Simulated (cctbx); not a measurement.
**From intensities to atoms**

Cell a = 3.6270 Å, b = 3.6270 Å, c = 4.4300 Å, α = 90.00°, β = 90.00°, γ = 120.00°; space group P-3m1 (no. 164); content Si2 Be3.

Simulated single-crystal data (cctbx): Mo Kα, λ = 0.71073 Å, to d = 0.7 Å, 70 % of the full sphere, strongest reflection 20000 counts, noise from counting, a 3 % proportional error and a noise floor of 8 counts (s.d.); no absorption.

Charge flipping in P1 on plain amplitudes to 0.7 Å, δ = 1.1 σ, 10 % of the reflections treated as weak, 200 cycles:

```text
cycle      R  skewness
    0  0.445     0.48
   16  0.209     4.74
   32  0.212     4.44
   48  0.198     4.32
   64  0.189     4.26
   80  0.188     4.56
   96  0.178     4.78
  112  0.168     4.75
  128  0.171     4.70
  144  0.186     4.62
  160  0.179     4.53
  176  0.177     4.64
  192  0.181     4.60
origin shift          correlation  skewness
 0.029  0.038  0.275      0.986      5.91
 0.691  0.374  0.115      0.996      6.48
 0.356  0.710  0.450      0.993      5.81
 0.691  0.374  0.615      0.996      6.48
taken: symmetry correlation 0.996, skewness 6.48
peak      x       y       z  mult  height/sigma
Q1    0.3333  0.6667  0.6661    2     14.7
Q2    0.0000  0.0000  0.0000    1      5.5
Q3    0.3333  0.6667  0.1310    2      3.9
Q4    0.0901  0.5451  0.8531    6      0.8
Q5    0.1835  0.3670  0.5896    6      0.8
Q6    0.1717  0.3435  0.3736    6      0.7
Q7    0.0000  0.5000  0.5000    3      0.6
Q8    0.0000  0.0000  0.7810    2      0.4
```

The origin is taken among those within 0.04 of the best correlation, by the skewness of the map.

It took 0.31 s on 1 thread of Arm Neoverse V2, on a shared host, peak memory 0.07 GiB.

Q: Assign the peaks.

Heights go roughly as Z and multiplicities must add up to the content. First model: Q1 = Si1 (2 in the cell, height 14.7), Q2 = Be1 (1 in the cell, height 5.5) and Q3 = Be2 (2 in the cell, height 3.9). Against the true structure, Q1 is Si, Q2 is Be and Q3 is Be; the other peaks are not atoms.

Least squares on F², isotropic:

```text
Rint 0.027, 75 unique reflections to 0.70 A
cycle     R1     wR2    GooF  max shift (A)
   1  0.1636  0.3868  20.706   0.14593
   2  0.0061  0.0156   0.836   0.00015
final R1 0.0061 wR2 0.0156 GooF 0.836  parameters 5  data/parameter 15.0
atom        x        y        z      Ueq    occ   su(xyz)  su(Uiso or U11)
Si1    0.33333  0.66667  0.66446   0.0069  1.000  0.00004  0.0001
Be1    0.00000  0.00000  0.00000   0.0106  1.000  0.00000  0.0003
Be2    0.33333  0.66667  0.16391   0.0091  1.000  0.00018  0.0002
difference map: max 0.09 min -0.07 rms 0.03
Q1    0.0762  0.1523  0.5728    6    0.10  1.67 A from Si1
Q2    0.1691  0.3383  0.3561    6    0.08  1.34 A from Be2
Q3    0.3333  0.6667  0.3318    2    0.08  0.74 A from Be2
Q4    0.0000  0.0000  0.3190    2    0.08  1.41 A from Be1
Q5    0.0000  0.0000  0.1017    2    0.08  0.45 A from Be1
```

Anisotropic refinement:

```text
Rint 0.027, 75 unique reflections to 0.70 A
cycle     R1     wR2    GooF  max shift (A)
   1  0.0061  0.0156   0.855   0.00011
   2  0.0060  0.0147   0.805   0.00000
final R1 0.0060 wR2 0.0147 GooF 0.805  parameters 8  data/parameter 9.4
atom        x        y        z      Ueq    occ   su(xyz)  su(Uiso or U11)
Si1    0.33333  0.66667  0.66445   0.0069  1.000  0.00004  0.0001
Be1    0.00000  0.00000  0.00000   0.0106  1.000  0.00000  0.0004
Be2    0.33333  0.66667  0.16388   0.0091  1.000  0.00018  0.0003
difference map: max 0.09 min -0.06 rms 0.03
Q1    0.0743  0.1486  0.5776    6    0.09  1.67 A from Si1
Q2    0.3333  0.6667  0.3143    2    0.09  0.67 A from Be2
Q3    0.1695  0.3391  0.3549    6    0.08  1.33 A from Be2
Q4    0.0000  0.0000  0.2953    2    0.07  1.31 A from Be1
Q5    0.1286  0.5643  0.2021    6    0.06  0.67 A from Be2
Q6    0.1612  0.5806  0.0480    6    0.06  0.75 A from Be2
```

**Reading.** The refinement ends at R1 = 0.0060, wR2 = 0.0147, GooF = 0.81, with difference density between -0.06 and 0.09 e/Å³. Every site matches the true model in element, within 0.001 Å r.m.s., up to an allowed shift of origin.

True model:

```
atom  mult.    x    y       z  Ueq (Å²)
 Si1      2  1/3  2/3  0.1645    0.0069
 Be1      1    0    0     1/2    0.0103
 Be2      2  1/3  2/3  0.6640    0.0090
```

The model is made up (kin elements in a known structure type, no relaxation), so it says nothing on whether the phase exists.

[Middle refinement cycles are left out of these outputs.]

[Logs are printed without paths, hosts, clocks, repeated set-up lines and the standing remarks that a program may print on its own settings, such as how far it seeks lower states.]
